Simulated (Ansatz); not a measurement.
# As chain started as a dimerised line: period, moment and channels by functional, part 3 of 4

Aim: how far do the period, the moment and the conductance of the As chain started as a dimerised line depend on the functional, the datasets and spin-orbit coupling, and at what cost?

Ansatz 0.2.0; DFT PBE, plane waves, PAW; relaxation of a chain's period (the session's first sound run).

So far, conductance of the lead as this run defines it (G₀): 3.00 in steps 3, 5 and 7.

## (8) Relaxing the period, cutoff 500 eV

This step: DFT r2SCAN, plane waves, PAW; relaxation of a chain's period (Ansatz 0.2.0).

The relaxation is repeated under another functional. r2SCAN also reads the kinetic-energy density; it often gives larger moments and wider gaps than PBE, at a higher cost. Against the first PBE run of this kind, the cutoff is 500 eV against 420.

input.yaml

```yaml
crystal:
  lattice:
    - [7.5, 0.0, 0.0]
    - [0.0, 7.5, 0.0]
    - [0.0, 0.0, 4.522]
  atoms:
    - { symbol: As, position: [0.5, 0.5, 0.0], spin: 0.3 }
    - { symbol: As, position: [0.5, 0.5, 0.45], spin: 0.3 }
magnetization:
  spin_polarized: true
kpoints:
  mp_grid: { grid: [1, 1, 18] }
scf:
  occupations: { method: fermi_dirac, width: 0.05 }
hamiltonian:
  xc: r2scan
relax:
  cell: { fix: [a, b, alpha, beta, gamma] }
  max_steps: 60
```

Command:

```console
> ansatz run input.yaml --threads 4 --pin off --max-ram 8192MiB --backend cpu --events-out ev --progress --plain --runs-dir out
```

Numbers of over 12 decimals in the logs are rounded to 6 here.

What it wrote:

```text
[...]
Crystal: 2 atoms, lattice volume = 254.363 Å³
Basis set: ecut = 500 eV, 6457 PW (Γ), exchange–correlation on 240×240×144 points (64 copies of the dense FFT grid, shifted against one another)
Bands: 20, of which v1, the nominal top of the filled ones, is band 15 counted from 1 (14 counted from 0)
Symmetry: 16 space group operations
[...]
-0.000000       0.108069      -0.000000
       -0.000000      -0.000000      -0.007579
  P = ⅓ Tr σ = 0.0695 GPa (0.695 kbar)
--- Relaxed structure (8 steps of the walk, 7 accepted, 2 SCFs on fresh bases) ---
[...]
cell:  # Å, volume = 259.3479 Å³
    - [7.5, 0, 0]
    - [0, 7.5, 0]
    - [0, 0, 4.610629]
  atoms:
    - { symbol: As, position: [0.5, 0.5, -0.025002] }
    - { symbol: As, position: [0.5, 0.5, 0.475002] }
[key lines of the parts left out:]
SCF converged after 5 iterations
Magnetization: 0.0000 μB (15.0000 up, 15.0000 down)
Free energy (F): -9726.649835 eV
Fermi energy:    -2.834465 eV
```

Run time: 70 s. Hardware: 4 threads of Arm Neoverse V1, shared host; peak memory 1.1 GiB; 4.5 min of CPU time.

Relaxation path:

| step | energy less that of the first step (eV) | largest force component (eV/Å) | pressure (GPa) | volume (Å³) |
| --- | --- | --- | --- | --- |
| 1 | 0.0000 | 3.7009 | 2.26 | 254.36 |
| 2 | -0.3545 | 0.1193 | -0.26 | 266.76 |
| 3 | -0.3671 | 0.2081 | -0.05 | 264.38 |
| 4 | -0.3779 | 0.3089 | 0.06 | 261.55 |
| 5 | -0.2065 | 1.9119 | 1.52 | 249.10 |
| 6 | -0.3914 | 0.1389 | 0.02 | 259.98 |
| 7 | -0.3934 | 0.0011 | 0.09 | 259.16 |
| 8* | -0.3935 | 0.0011 | 0.09 | 259.16 |
| 9 | -0.3935 | 0.0001 | 0.07 | 259.35 |
| 10* | -0.3935 | 0.0001 | 0.07 | 259.35 |

Relaxation steps marked * repeat the geometry before them on a plane-wave basis chosen anew for their cell, so energy and pressure can jump there. Relaxation step 5 was tried and not accepted.

The run keeps the 16 symmetry operations that it works with, so distortions that break them were not tested.

| cell as run | before | after | change |
| --- | --- | --- | --- |
| c (Å) | 4.522 | 4.611 | +2.0 % |

The atoms that moved most (Å, along periodic axes as changes of fractional coordinates times the final cell, across vacuum about the mean position):

| atom | dx | dy | dz | length |
| --- | --- | --- | --- | --- |
| As1 | 0.000 | 0.000 | -0.115 | 0.115 |
| As2 | 0.000 | 0.000 | 0.115 | 0.115 |

Final coordinates:

```
As
1.0
     7.50000    0.00000    0.00000
     0.00000    7.50000    0.00000
     0.00000    0.00000    4.61063
As
2
Direct
  0.50000 0.50000 0.97500
  0.50000 0.50000 0.47500
```

The cell's length comes to 4.611 Å, -1.7 % against the first run, with no moment. The two atoms stand evenly on a line, so the true period is half of it.

## (9) The wire at its relaxed period, level r2SCAN, cutoff 500 eV

This step: DFT r2SCAN, plane waves, PAW; channels and complex bands of a perfect chain (Ansatz 0.2.0).

The channels are counted again under r2SCAN, at the period that it gave. Its window is narrower, to save time.

input.yaml

```yaml
crystal:
  lattice:
    - [7.5, 0.0, 0.0]
    - [0.0, 7.5, 0.0]
    - [0.0, 0.0, 4.6106287217]
  atoms:
    - { symbol: As, position: [0.5, 0.5, 0.974997857] }
    - { symbol: As, position: [0.5, 0.5, 0.475002143] }
kpoints:
  mp_grid: { grid: [1, 1, 18] }
  band_path: { path: ["Γ", Z], npoints: 60 }
scf:
  occupations: { method: fermi_dirac, width: 0.05 }
hamiltonian:
  xc: r2scan
output:
  transmission:
    e_range: [-0.7, 0.7]
    de: 0.035
    kmesh: [1, 1]
    reduced_basis: true
    leads: [[0, 0]]
  dos: { projected: true, e_range: [-6, 4] }
```

What it wrote:

```text
Warning: the atoms were moved onto the symmetric positions of the space group found under crystal.symmetry.tolerance 1.0e-5 (fractional; no operation is sought that the atoms, as they stand in a round, miss by more than twice it, and no atom is moved by as much as it), and the run uses the moved positions. Before a round's move an operation carried an atom to 1.98e-5 Å from where it should land, the largest such dist [...]
[...]
k-point 9: bands = [... 11 lower, -14.2433, -3.4667, -3.4667, -3.4667, -3.4667, 0.5593, 0.5593, 3.3688]
--- Transmission ---
  basis      : 593 plane waves across, 7 finite elements along
  points     : 1, standing for a mesh of 1 x 1
[...]
crystal 0  : As2, at the sites [0, 0], period 4.6106 Å: whole cells are its period
[...]
filled         : 3.3 meV under the level at which it is neutral
    channels       : 3.000000e0 a spin
[...]
[key lines of the parts left out:]
SCF converged after 6 iterations
Free energy (F): -9726.649835 eV
Fermi energy:    -2.834474 eV
```

Wall time 19 s (4 threads); peak memory 0.92 GiB.

The open channels of the lead, one spin stays at 3 for energy from -0.7 to 0.7 eV.

At the computed energy nearest the Fermi level there are 3 channels a spin, and the thermal average gives 3.00 G₀.

## (10) The series together

Times are for 4 threads of Arm Neoverse V1, shared host. The series side by side:

| no. | level | conductance of the lead as this run defines it (G₀) | time | memory (GiB) |
| --- | --- | --- | --- | --- |
| 1 | PBE | 3.000 | 18 s | 0.56 |
| 2 | LDA | 3.000 | 19 s | 0.59 |
| 3 | PBEsol | 3.000 | 19 s | 0.57 |
| 4 | r2SCAN | 3.000 | 19 s | 0.92 |

## (11) Relaxing the period, cutoff 1142.88 eV

This step: DFT PBE, plane waves, norm-conserving; relaxation of a chain's period (Ansatz 0.2.0).

The same functional on other atomic datasets tests how far the result hangs on the treatment of the cores. Against the first PBE run of this kind, the cutoff is 1142.88 eV against 420.

input.yaml

```yaml
crystal:
  lattice:
    - [7.5, 0.0, 0.0]
    - [0.0, 7.5, 0.0]
    - [0.0, 0.0, 4.522]
  atoms:
    - { symbol: As, position: [0.5, 0.5, 0.0], spin: 0.3 }
    - { symbol: As, position: [0.5, 0.5, 0.45], spin: 0.3 }
magnetization:
  spin_polarized: true
kpoints:
  mp_grid: { grid: [1, 1, 18] }
scf:
  occupations: { method: fermi_dirac, width: 0.05 }
hamiltonian:
  xc: pbe
  pseudopotentials: { kind: nc }
relax:
  cell: { fix: [a, b, alpha, beta, gamma] }
  max_steps: 60
```

What it wrote:

```text
[...]
Crystal: 2 atoms, lattice volume = 254.363 Å³
Basis set: ecut = 1142.878222 eV, 22345 PW (Γ), exchange–correlation on 180×180×100 points (8 copies of the dense FFT grid, shifted against one another)
Bands: 20, of which v1, the nominal top of the filled ones, is band 15 counted from 1 (14 counted from 0)
Symmetry: 16 space group operations
[...]
0.000000       0.128147      -0.000000
       -0.000000      -0.000000       0.044027
  P = ⅓ Tr σ = 0.1001 GPa (1.001 kbar)
--- Relaxed structure (6 steps of the walk, 6 accepted, 1 SCFs on fresh bases) ---
[...]
cell:  # Å, volume = 263.7401 Å³
    - [7.5, 0, 0]
    - [0, 7.5, 0]
    - [0, 0, 4.688712]
  atoms:
    - { symbol: As, position: [0.5, 0.5, -0.025021] }
    - { symbol: As, position: [0.5, 0.5, 0.475021] }
[key lines of the parts left out:]
SCF converged after 5 iterations
Magnetization: 0.0000 μB (15.0000 up, 15.0000 down)
Free energy (F): -5770.254848 eV
Fermi energy:    -2.739927 eV
```

Run time: 54 s. Hardware: 4 threads; peak memory 1.3 GiB; 3.4 min of CPU time.

The cell's length comes to 4.689 Å, -0.0 % against the first run, with no moment. The two atoms stand evenly on a line, so the true period is half of it.

## (12) Relaxation of atoms and period

This step: DFT PBE, plane waves, PAW; relaxation of a chain's period (Ansatz 0.2.0).

No moment formed, so a run without spin should agree; this checks it and saves time.

input.yaml, the sections that differ from step 11:

```yaml
crystal:
  lattice:
    - [7.5, 0.0, 0.0]
    - [0.0, 7.5, 0.0]
    - [0.0, 0.0, 4.522]
  atoms:
    - { symbol: As, position: [0.5, 0.5, 0.0] }
    - { symbol: As, position: [0.5, 0.5, 0.45] }
hamiltonian:
  xc: pbe
# kpoints, scf, relax: as in step 11
# magnetization: removed
```

What it wrote:

```text
[...]
Crystal: 2 atoms, lattice volume = 254.363 Å³
Basis set: ecut = 420 eV, 5023 PW (Γ), exchange–correlation on 108×108×64 points (8 copies of the dense FFT grid, shifted against one another)
Bands: 19, of which v1, the nominal top of the filled ones, is band 15 counted from 1 (14 counted from 0)
Symmetry: 16 space group operations
[...]
k-points: 10 of 18
[...]
0.128024      -0.000000       0.000000
       -0.000000       0.128024      -0.000000
        0.000000      -0.000000       0.002740
  P = ⅓ Tr σ = 0.0863 GPa (0.863 kbar)
--- Relaxed structure (6 steps of the walk, 6 accepted, 1 SCFs on fresh bases) ---
[...]
cell:  # Å, volume = 263.8482 Å³
    - [7.5, 0, 0]
    - [0, 7.5, 0]
    - [0, 0, 4.690635]
  atoms:
    - { symbol: As, position: [0.5, 0.5, -0.025028] }
    - { symbol: As, position: [0.5, 0.5, 0.475028] }
[key lines of the parts left out:]
SCF converged after 5 iterations
Free energy (F): -9710.073225 eV
Fermi energy:    -2.785591 eV
```

Elapsed: 5.4 s, on 4 threads; peak memory 0.5 GiB; 19 s of CPU time.

The cell's length comes to 4.691 Å, +0.0 % against the first run, with spin left out. The two atoms stand evenly on a line, so the true period is half of it.

## (13) The series together

Times are for 4 threads of Arm Neoverse V1, shared host. Results by setting:

| no. | level | cell length along the wire (Å) | time | memory (GiB) |
| --- | --- | --- | --- | --- |
| 1 | PBE | 4.691 | 14 s | 0.54 |
| 2 | LDA | 4.595 | 12 s | 0.5 |
| 3 | PBEsol | 4.636 | 14 s | 0.54 |
| 4 | r2SCAN | 4.611 | 70 s | 1.1 |
| 5 | PBE, NC files | 4.689 | 54 s | 1.3 |
| 6 | PBE, no spin | 4.691 | 5.4 s | 0.5 |

## (14) With spin-orbit coupling

This step: DFT PBE, plane waves, fully relativistic PAW; channels of a perfect chain with spin-orbit coupling (Ansatz 0.2.0).

Spin-orbit coupling mixes the spins and splits bands that cross or touch without it, so it can open or close channels. Fully relativistic datasets take the place of the scalar ones. The window is narrow, since spinor matrices are twice as large.

input.yaml

```yaml
crystal:
  lattice:
    - [7.5, 0.0, 0.0]
    - [0.0, 7.5, 0.0]
    - [0.0, 0.0, 4.69063344]
  atoms:
    - { symbol: As, position: [0.5, 0.5, 0.974971874] }
    - { symbol: As, position: [0.5, 0.5, 0.475028126] }
kpoints:
  mp_grid: { grid: [1, 1, 18] }
  band_path: { path: ["Γ", Z], npoints: 60 }
scf:
  occupations: { method: fermi_dirac, width: 0.05 }
hamiltonian:
  xc: pbe
  pseudopotentials: { kind: paw_fr }
output:
  transmission:
    e_range: [-0.42, 0.42]
    de: 0.035
    kmesh: [1, 1]
    reduced_basis: false
    leads: [[0, 0]]
magnetization:
  noncollinear: true
  spin_orbit: true
```

What it wrote:

```text
[...]
non-collinear run that drives no moment, with spin-orbit: no starting moment large enough to seed its density (crystal.atoms[].spin), no starting occupations that ask for one, no magnetisation constraint and no magnetic field, so the semilocal B_xc is pinned to zero
Crystal: 2 atoms, lattice volume = 263.848 Å³
Basis set: ecut = 420 eV, 5183 PW (Γ)
Bands: 38, of which v1, the nominal top of the filled ones, is band 30 counted from 1 (29 counted from 0)
Symmetry: 16 space group operations + 16 with time reversal
[...]
k-points: 10 of 18
Projection manifold: j_resolved (fully-relativistic pseudo-atomic orbitals)
[...]
SCF iter   1: F=—  HF=-9710.394984 eV  |F-HF|=—  |Δ(HF+E_count)|=         —  Δρ=5.98e-3  dr2=1.49e-1  dr2_m=0.00e0 (ungated)  ethr=4.87e-4  |M|=0.00e0 ∫|m|=0.00e0 μB  |m|>n=0.0e0 m-floor=0.0e0 τ_xc=0.0e0  β_m=1.00  ⟨swp⟩=1.2  Hψ=1310  notcnv=0
[...]
spin=Noncollinear: LDOS preconditioning applied to the charge; magnetization (m_x, m_y, m_z) channels mix plain (no charge-response kernel on spin).
SCF iter   2: F=—  HF=-9710.337656 eV  |F-HF|=—  |Δ(HF+E_count)|=   5.73e-2  Δρ=1.80e-3  dr2=6.54e-3  dr2_m=0.00e0 (ungated)  ethr=4.87e-4  |M|=0.00e0 ∫|m|=0.00e0 μB  |m|>n=0.0e0 m-floor=0.0e0 τ_xc=0.0e0  β_m=0.93  ⟨swp⟩=2.9  Hψ=300  notcnv=0
[...]
SCF iter   6: F=-9710.339496 eV  HF=-9710.339496 eV  |F-HF|=2.28e-9  |Δ(HF+E_count)|=   1.18e-6  Δρ=3.93e-6  dr2=4.84e-8  dr2_m=0.00e0 (ungated)  ethr=3.33e-10  |M|=0.00e0 ∫|m|=0.00e0 μB  |m|>n=0.0e0 m-floor=0.0e0 τ_xc=0.0e0  ⟨swp⟩=8.9  Hψ=737  notcnv=0
SCF 1 converged in 6 iterations: F = -9710.339496 eV  dr2 = 4.84e-8
[...]
transmission: 6 of 6 steps passed
SCF converged after 6 iterations
Magnetization: |M| = 0.0000 μB,  M = (+0.0000, +0.0000, +0.0000) μB
Absolute magnetization: 0.0000 μB (∫|m|)
  site 0: m = (+0.0000, +0.0000, +0.0000) μB, |m| = 0.0000 μB  (R = 0.97 Å)
  site 1: m = (+0.0000, +0.0000, +0.0000) μB, |m| = 0.0000 μB  (R = 0.97 Å)
Free energy (F): -9710.339496 eV
[...]
Internal energy: -9710.328496 eV  (E = F + TS)
E sigma→0 (E₀):  -9710.333996 eV
Entropy (-TS):   -0.011000 eV (-5.500 meV/atom)
Fermi energy:    -2.751531 eV
[...]
--- Band table (eV; the first three rows and the last of 10) ---
  k-point 0: bands = [... 26 lower, -4.9453, -4.9453, -4.7778, -4.7778, -0.1276, -0.1276, 0.1170, 0.1170, ... 4 higher]
  k-point 1: bands = [... 26 lower, -4.9245, -4.9245, -4.7568, -4.7568, -0.2201, -0.2201, 0.0194, 0.0194, ... 4 higher]
  k-point 2: bands = [... 26 lower, -4.8621, -4.8621, -4.6941, -4.6941, -0.4722, -0.4722, -0.2449, -0.2449, ... 4 higher]
  k-point 9: bands = [... 26 lower, -3.3061, -3.3061, -3.1263, -3.1263, -3.1249, -3.1249, 0.1868, 0.1868, ... 4 higher]
--- Transmission ---
  basis      : 497 plane waves across, 6 finite elements along
  points     : 1, standing for a mesh of 1 x 1
[...]
crystal 0  : As2, at the sites [0, 0], period 4.6906 Å: whole cells are its period
[...]
filled         : 42.7 meV under the level at which it is neutral
    channels       : 6.000000e0 of both spins
[...]
```

The job ended after 6.3 min (4 threads; peak memory 3.8 GiB; 22 min of CPU time).

Numbers from this step:

```
energy at zero smearing                                    : -9710.3340 eV
channels at the energy nearest the Fermi level, both spins : 6
```

Table of open channels of the lead, both spins by energy, zero at the Fermi level:

energy (eV), open channels of the lead, both spins and a bar from the least value:
```
   -0.420       6.00 ##############################
   -0.385       6.00 ##############################
   -0.350       6.00 ##############################
   -0.315       6.00 ##############################
   -0.280       6.00 ##############################
   -0.245       6.00 ##############################
   -0.210       6.00 ##############################
   -0.175       6.00 ##############################
   -0.140       6.00 ##############################
   -0.105       6.00 ##############################
   -0.070       6.00 ##############################
   -0.035       6.00 ##############################
    0.000       6.00 ##############################
    0.035       6.00 ##############################
    0.070       6.00 ##############################
    0.105       6.00 ##############################
    0.140       6.00 ##############################
    0.175       6.00 ##############################
    0.210       6.00 ##############################
    0.245       6.00 ##############################
    0.280       2.00 
    0.315       2.00 
    0.350       2.00 
    0.385       2.00 
    0.420       2.00
```

(Continued in part 4 of 4.)

[Logs are printed without paths, hosts, clocks, repeated set-up lines and the standing remarks that a program may print on its own settings, such as how far it seeks lower states.]

[Hosts, paths, dates, database ids (printed as entryN), source tags and the programs' standing remarks are cut or masked in the printed files.]
